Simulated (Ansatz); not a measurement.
## What YbSn (P4/mmm) distorts into

Wanted: the energy along a soft mode of YbSn (P4/mmm) and the structure at the end.

Calculated with Ansatz 0.2.0; DFT PBEsol, scalar-relativistic, plane waves, PAW.

This is a report of a sequence of runs, with most program output left out.

## 1. The structure

It takes space group P4/mmm (No. 123, tetragonal). The conventional cell has a = 3.387 Å, b = 3.387 Å, c = 4.380 Å, α = 90.00°, β = 90.00°, γ = 90.00°. Nearest to Yb lie 8 Sn at 3.25 Å and 4 Yb at 3.39 Å. Nearest to Sn lie 8 Yb at 3.25 Å and 4 Sn at 3.39 Å. Farther neighbours are not listed.

## 2. Phonons on a q mesh

The cell comes from relaxations at this level that are not shown. Stability and thermal properties need the whole zone. Linear response on a 4×4×4 q mesh gives force constants as far as a supercell of that size would.

File input.yaml:

```yaml
crystal:
  lattice:
    - [3.3869774034, 0.0, 0.0]
    - [0.0, 3.3869774034, 0.0]
    - [0.0, 0.0, 4.3800751451]
  atoms:
    - { symbol: Yb, position: [0.5, 0.5, 0.5] }
    - { symbol: Sn, position: [0.0, 0.0, 0.0] }
kpoints:
  mp_grid: { grid: [12, 12, 12] }
hamiltonian:
  xc: pbesol
scf:
  occupations: { method: methfessel_paxton, width: 0.2 }
output:
  eigenvalues: true
phonons:
  method: dfpt
  qmesh: [4, 4, 4]
  temperatures: { t_max: 1000, t_step: 50 }
  qpath:
    path:
      - [[0.0, 0.0, 0.0], [0.0, 0.5, 0.0], [0.5, 0.5, 0.0], [0.0, 0.0, 0.0], [0.0, 0.0, 0.5], [0.0, 0.5, 0.5], [0.5, 0.5, 0.5], [0.0, 0.0, 0.5]]
      - [[0.0, 0.5, 0.0], [0.0, 0.5, 0.5]]
      - [[0.5, 0.5, 0.0], [0.5, 0.5, 0.5]]
    npoints: 10
```

Launch:

```sh
ansatz run input.yaml --threads 4 --pin off --max-ram 14336MiB --backend cpu --events-out ev --progress --plain --runs-dir out
```

Wall time 29 min (4 threads of Arm Neoverse V1, shared host); peak memory 5.1 GiB; 1.9 h of CPU time.

Numbers from this step:

```
volume per atom                                         : 25.12 Å³
gap on the k-mesh                                       : 0 eV
sum-rule residual before enforcement                    : 6.31e-5 eV/Å²
lowest frequency on the path                            : -16.55 cm⁻¹
point group                                             : 4/mmm
highest frequency on the path or at a solved wavevector : 139.2 cm⁻¹
highest optical mode at the zone centre (no LO-TO term) : 133.3 cm⁻¹
lowest optical zone-centre mode                         : 101.1 cm⁻¹
lowest mode on the q mesh (acoustic modes at Γ apart)   : -16.55 cm⁻¹
```

Frequencies (cm⁻¹) solved at each irreducible wavevector; negative means imaginary. Frequencies by wavevector, by row:

```csv
q in reciprocal lattice units,star,mode 1,mode 2,mode 3,mode 4,mode 5,mode 6
0 0 0,1,0,0,0,101.1,101.1,133.3
0 0 0.25,2,37.7,37.7,55.8,93.6,93.6,130.1
0 0 -0.5,1,63.5,63.5,77.7,77.7,85.9,118.1
0 0.25 0,4,38.2,47.6,65.5,93.2,104.7,123.3
0 0.25 0.25,8,39.8,45.2,81.8,88.4,99.3,130.8
0 0.25 -0.5,4,47.1,56.4,70.7,80,114.5,128.9
0 -0.5 0,2,57,70.7,82.9,97.4,101.2,110.9
0 -0.5 0.25,4,44.1,54,82.6,87.9,117.9,130
0 -0.5 -0.5,2,-16.6,50,79,82.7,128.3,139.2
0.25 0.25 0,4,53.4,57.3,80,95.3,113.7,119.1
0.25 0.25 0.25,8,54.5,63.2,73.6,105.5,106,127.3
0.25 0.25 -0.5,4,46.7,67.1,79.7,91.2,116.1,130.8
0.25 -0.5 0,4,57.5,70.4,77.9,111.8,112.2,115.2
0.25 -0.5 0.25,8,50.2,76,79.2,104.2,115.5,127.3
0.25 -0.5 -0.5,4,44.9,76.6,85.1,94.5,118.7,133.7
-0.5 -0.5 0,1,60.7,60.7,69.8,111.6,125.6,125.6
-0.5 -0.5 0.25,2,71.3,71.3,74,115.5,115.5,122.6
-0.5 -0.5 -0.5,1,76.2,89.8,89.8,97,97,129.1
```

Interpolated from a 4×4×4 q mesh. Phonon branches along the path, in cm⁻¹:

```csv
point,branch 1,branch 2,branch 3,branch 4,branch 5,branch 6
Γ,0,0,0,101,101,133
halfway,38,48,66,93,105,123
X,57,71,83,97,101,111
halfway,58,70,78,112,112,115
M,61,61,70,112,126,126
halfway,53,57,80,95,114,119
Γ,0,0,0,101,101,133
halfway,38,38,56,94,94,130
Z,64,64,78,78,86,118
halfway,47,56,71,80,114,129
R,-17,50,79,83,128,139
halfway,45,77,85,94,119,134
A,76,90,90,97,97,129
halfway,47,67,80,91,116,131
Z,64,64,78,78,86,118
jump to X,57,71,83,97,101,111
halfway,44,54,83,88,118,130
R,-17,50,79,83,128,139
jump to M,61,61,70,112,126,126
halfway,71,71,74,116,116,123
A,76,90,90,97,97,129
```

Symmetry leaves 18 wavevectors to solve. The lowest mode among them, the acoustic zeros apart, lies at q = (0, -0.5, -0.5) and is imaginary, 16.6i cm⁻¹, so the energy falls along it.

## 3. The mode frozen in, largest atomic shift 0 Å

The mode followed lies at q = (0, -0.5, -0.5) with frequency 16.6i cm⁻¹, the softest among the wavevectors solved. At small amplitude the distorted cell has space group no. 65 by a symmetry search on the positions. The undistorted cell that holds it gives the zero of energy on the same k mesh.

System of this step: YbSn. It takes space group P4/mmm (No. 123, tetragonal). The conventional cell has a = 3.387 Å, b = 3.387 Å, c = 4.380 Å, α = 90.00°, β = 90.00°, γ = 90.00°. Yb has 8 Sn at 3.25 Å and 4 Yb at 3.39 Å nearest. Sn has 8 Yb at 3.25 Å and 4 Sn at 3.39 Å nearest. Farther neighbours are not listed.

File input.yaml:

```yaml
crystal:
  lattice:
    - [-3.3869774034, 0.0, 0.0]
    - [0.0, -3.3869774034, -4.3800751451]
    - [0.0, -3.3869774034, 4.3800751451]
  atoms:
    - { symbol: Yb, position: [0.5, 1.0, 0.5] }
    - { symbol: Yb, position: [0.5, 0.5, 0.0] }
    - { symbol: Sn, position: [1.0, 0.5, 0.5] }
    - { symbol: Sn, position: [1.0, 1.0, 1.0] }
kpoints:
  mp_grid: { grid: [12, 8, 8] }
hamiltonian:
  xc: pbesol
scf:
  occupations: { method: methfessel_paxton, width: 0.2 }
output:
  forces: true
  stress: true
  eigenvalues: true
```

Elapsed: 14 s, on 4 threads; peak memory 0.74 GiB.

Numbers from this step:

```
pressure                         : -0.009312 GPa
energy from the undistorted cell : 0 meV/atom
```

The run ends at a pressure of -0.01 GPa.

## 4. The mode frozen in, largest atomic shift 0.08 Å

The atoms are moved along the unstable eigenvector, the largest shift by 0.08 Å, with the cell fixed.

input.yaml, the sections that differ from step 3:

```yaml
crystal:
  lattice:
    - [-3.3869774034, 0.0, 0.0]
    - [0.0, -3.3869774034, -4.3800751451]
    - [0.0, -3.3869774034, 4.3800751451]
  atoms:
    - { symbol: Yb, position: [0.5, 0.9917787436, 0.5082212564] }
    - { symbol: Yb, position: [0.5, 0.5082212564, -0.0082212564] }
    - { symbol: Sn, position: [1.0, 0.48819006, 0.48819006] }
    - { symbol: Sn, position: [1.0, 1.01180994, 1.01180994] }
# kpoints, hamiltonian, scf, output: as in step 3
```

Elapsed: 15 s, on 4 threads; peak memory 0.74 GiB; 59 s of CPU time.

This step gave:

* pressure: 0.02238 GPa
* energy from the undistorted cell: -0.185 meV/atom

The energy, extrapolated to zero smearing, is -0.18 meV/atom against the undistorted cell.

The run ends at a pressure of 0.02 GPa, with forces up to 0.012 eV/Å.

## 5. Energy along the mode, all amplitudes (two of the runs are shown above)

An imaginary frequency means negative curvature, so the energy should fall and then rise again as anharmonic terms take over.

Numbers from this step:

| Item | Value |
| --- | --- |
| depth at the lowest point sampled | 0.185 meV/atom |
| largest atomic shift at that point | 0.08 Å |

The energy from the parent by largest atomic shift:

```csv
largest atomic shift (Å),energy from the parent (meV/atom)
0.0000,0
0.0400,-0.073
0.0800,-0.185
0.1400,0.369
0.2200,6.47
```

Displacement at unit largest shift by atom:

```csv
atom,x (Å),y (Å),z (Å),size
Yb1,0.00,0.00,0.90,0.90
Yb2,0.00,0.00,-0.90,0.90
Sn3,0.00,1.00,0.00,1.00
Sn4,0.00,-1.00,0.00,1.00
```

The lowest of the steps tried is at 0.08 Å, 0.185 meV/atom below the parent; the bottom of the well need not coincide with a step.

## 6. Relaxing from the distorted cell

Starting from the lowest point found, all atoms and the cell are let go, so that strain and other modes of the same symmetry can join in.

input.yaml: that of step 4 with these lines changed.

```diff
@@ -20 +20,10 @@
   eigenvalues: true
+  write_density: true
+  write_potential: true
+  elf: true
+  volumetric_format: npy
+relax:
+  adjacent_minimum: "off"
+  f_tol: 0.002
+  max_steps: 120
+  cell: { stress_tol: 0.03 }
```

Run time: 3 min. Hardware: 4 threads; peak memory 0.8 GiB.

Step by step:

```csv
step,energy less that of the first step (eV),largest force component (eV/Å),pressure (GPa),volume (Å³)
1,0.0000,0.0120,0.02,100.49
2,-0.0007,0.0167,0.02,100.53
3,-0.0009,0.0078,0.01,100.59
4,-0.0011,0.0077,0.02,100.59
5,0.0008,0.0580,-0.06,100.99
6,-0.0015,0.0027,0.00,100.68
7,-0.0015,0.0050,0.02,100.70
8,-0.0015,0.0005,0.00,100.71
9,-0.0015,0.0031,0.00,100.70
10,-0.0015,0.0004,0.00,100.71
11*,-0.0016,0.0004,0.00,100.71
```

Relaxation steps marked * repeat the geometry before them on a plane-wave basis chosen anew for their cell, so energy and pressure can jump there. Relaxation steps 5, 9 were tried and not accepted.

The run keeps the 8 symmetry operations that it works with, so distortions that break them were not tested.

```csv
"conventional cell, symmetrised",before,after,change
a (Å),6.774,6.841,+1.0 %
b (Å),8.760,8.706,-0.6 %
c (Å),3.387,3.382,-0.2 %
volume (Å³/atom),25.12,25.18,+0.2 %
```

The atoms that moved most (Å, as changes of fractional coordinates times the final cell):

```csv
atom,dx,dy,dz,length
Yb1,0.000,0.000,0.047,0.047
Yb2,0.000,0.000,-0.047,0.047
Sn4,0.000,-0.047,0.000,0.047
Sn3,0.000,0.047,0.000,0.047
```

The relaxed structure:

```xyz
4
Lattice="-3.3819 0.0000 0.0000 0.0000 -3.4205 -4.3530 0.0000 -3.4205 4.3530" Properties=species:S:1:pos:R:3 pbc="T T T"
Yb   -1.6909   -5.1308   -2.0575
Yb   -1.6909   -1.7103   -2.2955
Sn   -3.3819   -3.2929    0.0000
Sn   -3.3819   -6.9687    0.0000
```

This step gave:

```
pressure        : 5.71e-4 GPa
volume per atom : 25.18 Å³
```

Electrostatic potential energy in the ab plane of the conventional cell at fractional z = 0.000, with atoms of Sn within 0.2 Å of it. With pseudopotentials it is smooth inside the atoms' cores, unlike the true potential.

Values in eV, 13 rows by 16 columns, each cell a mean:
```
13  5  1 23 20 -1  8 15 16 12  0 11 25 10  0 12
15 13  9  5  5 10 14 15 15 14 12  7  4  7 12 15
14 14 15 16 16 16 14 13 13 14 15 16 16 16 15 14
13 14 15 16 17 16 15 13 13 14 16 16 17 16 14 13
14 14 14 11  9 11 14 15 15 14 12 10 10 13 14 14
16 13  2  4 14  3  3 13 14  7 -1 12  9  0 10 15
16 11 -2 25 41 23 -2 10 13  2  8 40 37  2  6 15
16 14  6  0  4  0  6 14 15 10  1  3  2  2 12 15
14 14 15 14 13 14 14 15 15 15 14 13 14 14 15 14
13 14 15 17 17 16 15 13 13 14 16 17 17 16 14 13
14 15 15 15 15 15 15 14 13 14 15 15 15 15 15 14
15 12  4  1  1  6 13 15 15 14  9  2  1  2  9 14
13  3  5 33 30  0  6 15 16 11 -2 19 36 18 -1 11
```
Columns run along a (6.8 Å; values clipped at the 3rd and 97th percentile), rows up along b (8.7 Å), edges of the conventional cell, whose origin can differ from the input's. Atoms in or near the plane, at fractional coordinates: Sn at (0.23, 0.00), Sn at (0.73, 0.50), Sn at (0.27, 0.50), Sn at (0.77, 0.00).

Valence density in the ab plane of the conventional cell at fractional z = 0.000, with atoms of Sn within 0.2 Å of it. It is the smooth field of the valence electrons, not physical close to the nuclei.

Values in e/Å³, 13 rows by 16 columns, each cell a mean:
```
 0  0  2  7  6  1  0  0  0  0  1  4  7  4  1  0
 0  0  0  0  0  0  0  0  0  0  0  0  1  0  0  0
 0  0  0  0  0  0  0  0  0  0  0  0  0  0  0  0
 0  0  0  0  0  0  0  0  0  0  0  0  0  0  0  0
 0  0  0  0  0  0  0  0  0  0  0  0  0  0  0  0
 0  0  1  2  4  2  1  0  0  0  1  4  3  1  0  0
 0  0  1  6 13  6  1  0  0  1  3 11 10  2  0  0
 0  0  0  1  2  1  0  0  0  0  1  2  2  1  0  0
 0  0  0  0  0  0  0  0  0  0  0  0  0  0  0  0
 0  0  0  0  0  0  0  0  0  0  0  0  0  0  0  0
 0  0  0  0  0  0  0  0  0  0  0  0  0  0  0  0
 0  0  0  1  1  0  0  0  0  0  0  1  1  1  0  0
 0  0  3 10  8  2  0  0  0  0  1  5 11  5  1  0
```
Columns run along a (6.8 Å), rows up along b (8.7 Å), edges of the conventional cell, whose origin can differ from the input's. Atoms in or near the plane, at fractional coordinates: Sn at (0.23, 0.00), Sn at (0.73, 0.50), Sn at (0.27, 0.50), Sn at (0.77, 0.00).

ELF in the ab plane of the conventional cell at fractional z = 0.000, with atoms of Sn within 0.2 Å of it. It is the smooth field of the valence electrons, not physical close to the nuclei.

Ten even steps from '0' (0.00) to '9' (0.56), each cell a mean:
```
7541004676765200357
8754235776776433567
7876668975688766788
5799999853469999986
3468997521236899753
1245665311124666421
1246776422236777521
2369999854479999752
4699888987798888975
6886555688876556786
6764212567754113677
6753001457652001566
6764001467653002567
6775334578765334687
5798666887887667886
3589999975689999964
1257998643357998632
1235665321135666421
2356776321125777632
4589999632258999974
7898889964589888887
8865556876687655678
7652125676775311457
7540003576765100256
```
Columns run along a (6.8 Å), rows up along b (8.7 Å), edges of the conventional cell, whose origin can differ from the input's. Atoms in or near the plane, at fractional coordinates: Sn at (0.23, 0.00), Sn at (0.73, 0.50), Sn at (0.27, 0.50), Sn at (0.77, 0.00).

The distorted start has space group Cmmm; the relaxation ends in Cmmm.

## 7. The new phase in its own primitive cell

The relaxed structure is symmetrised, reduced to its primitive cell and relaxed tightly, as its phonons need.

File input.yaml:

```yaml
crystal:
  lattice:
    - [3.4205266773, -4.3530001943, 0.0]
    - [3.4205266773, 4.3530001943, 0.0]
    - [0.0, 0.0, 3.3818678356]
  atoms:
    - { symbol: Yb, position: [0.2636678333, 0.7363321667, 0.5] }
    - { symbol: Yb, position: [0.7363321667, 0.2636678333, 0.5] }
    - { symbol: Sn, position: [0.2313479202, 0.2313479202, 0.0] }
    - { symbol: Sn, position: [0.7686520798, 0.7686520798, 0.0] }
kpoints:
  mp_grid: { grid: [8, 8, 12] }
hamiltonian:
  xc: pbesol
scf:
  occupations: { method: methfessel_paxton, width: 0.2 }
output:
  forces: true
  stress: true
  eigenvalues: true
relax:
  adjacent_minimum: "off"
  f_tol: 0.001
  max_steps: 60
  cell: { stress_tol: 0.01 }
```

It took 32 s on 4 threads; peak memory 0.78 GiB; 2.1 min of CPU time.

Little changed from the start: no atom moved by 0.005 Å and no cell edge by 0.1 %.

Numbers from this step:

| Quantity | Value |
| --- | --- |
| pressure | 5.73e-4 GPa |

The largest force component left is 0.43 meV/Å and the pressure is 0.001 GPa, within the tolerances set. The cell now holds 25.18 Å³/atom.

## 8. Modes of the new phase, k-mesh 8×8×12

A relaxed structure may still be a saddle point, so its zone-centre modes are computed. No field response is asked, since the mesh shows no gap.

input.yaml: that of step 7 with these lines changed.

```diff
@@ -17,9 +17,4 @@
 output:
-  forces: true
-  stress: true
   eigenvalues: true
-relax:
-  adjacent_minimum: "off"
-  f_tol: 0.001
-  max_steps: 60
-  cell: { stress_tol: 0.01 }
+phonons:
+  method: dfpt
```

Elapsed: 6.3 min, on 4 threads; peak memory 3.6 GiB.

This step gave:

```
sum-rule residual before enforcement                    : 2.77e-4 eV/Å²
point group                                             : mmm
highest optical mode at the zone centre (no LO-TO term) : 136.5 cm⁻¹
lowest optical zone-centre mode                         : 29.71 cm⁻¹
```

Patterns of degenerate modes are one choice out of their space. The modes at Γ (shares of kinetic energy by element, %):

```csv
mode,frequency (cm⁻¹),symmetry,Yb %,Sn %
1,0.0,acoustic,59,41
2,0.0,acoustic,59,41
3,0.0,acoustic,59,41
4,29.7,Ag,62,38
5,50.2,B3g,100,0
6,76.0,B1g,68,32
7,81.9,B2g,0,100
8,100.5,B1u,41,59
9,103.0,B3u,41,59
10,131.0,B2u,41,59
11,133.7,Ag,38,62
12,136.5,B1g,32,68
```

Displacements in mode 4 (29.7 cm⁻¹), the largest set to 1:
```
Yb1  0.00 -1.00  0.00
Yb2  0.00  1.00  0.00
Sn3 -0.95  0.00  0.00
Sn4  0.95  0.00  0.00
```

Displacements in mode 11 (133.7 cm⁻¹), the largest set to 1:
```
Yb1  0.00  0.65  0.00
Yb2  0.00 -0.65  0.00
Sn3 -1.00  0.00  0.00
Sn4  1.00  0.00  0.00
```

Before it was imposed, the acoustic sum rule was missed by 2.8e-4 eV/Å². Small misses are needed for a sound result but don't prove that mesh and cutoff are converged. The lowest optical mode is real, 29.7 cm⁻¹.

## 9. The phases reached

The phases reached along the modes that were followed are set side by side.

Energies are those of the first relaxation, on the mesh of the frozen mode; space group, volume and gap are those of the last relaxation. Phases, by row:

```csv
mode frozen in,space group,energy from parent (meV/atom),volume (Å³/atom),gap on mesh (eV),lowest zone-centre optical mode (cm⁻¹),largest shift (Å)
parent,P4/mmm,0,25.12,0,–,–
"q = (0, -0.5, -0.5), 17i cm⁻¹",Cmmm,-0.47,25.18,0,29.7,0.128
```

## 10. Summary of results

* unstable mode of the parent: q = (0, -0.5, -0.5), 17i cm⁻¹
* depth at the lowest point sampled: 0.185 meV/atom
* largest atomic shift at that point: 0.08 Å
* space group reached (within 0.01 Å): Cmmm
* energy gained over the parent (first relaxation, on the mesh of the frozen mode): 0.468 meV/atom
* volume per atom, phase reached: 25.2 Å³
* lowest optical zone-centre mode, phase reached: 29.7 cm⁻¹
* highest optical mode at the zone centre (no LO-TO term), phase reached: 137 cm⁻¹

Along this mode the structure falls into Cmmm, 0.468 meV/atom below the parent. At the parent's cell the well is 0.185 meV/atom deep on the steps tried, with its lowest point at a shift of 0.08 Å. Relaxing atoms and cell changes the gain by +0.28 meV/atom against the lowest step (energies at zero smearing). Most of the total comes from this relaxation. The new phase has no imaginary mode at the zone centre of its cell; other wavevectors were not checked. How so shallow a well moves with the k mesh was not tested. Each path keeps the symmetry of its pattern, so a lower phase may lie along a pattern not tried. With no gap, or one that is small against the smearing, the frequencies hang on the k mesh and the smearing, most of all near Kohn anomalies. The phonon runs are without spin polarisation, although Yb often carries a moment. The 4f shell is treated without a U, so valence and screening may be off. Spin-orbit coupling is left out, which can matter for the heavy elements here.

[Logs are printed without paths, hosts, clocks, repeated set-up lines and the standing remarks that a program may print on its own settings, such as how far it seeks lower states.]

[Hosts, paths, dates, database ids (printed as entryN), source tags and the programs' standing remarks are cut or masked in the printed files.]
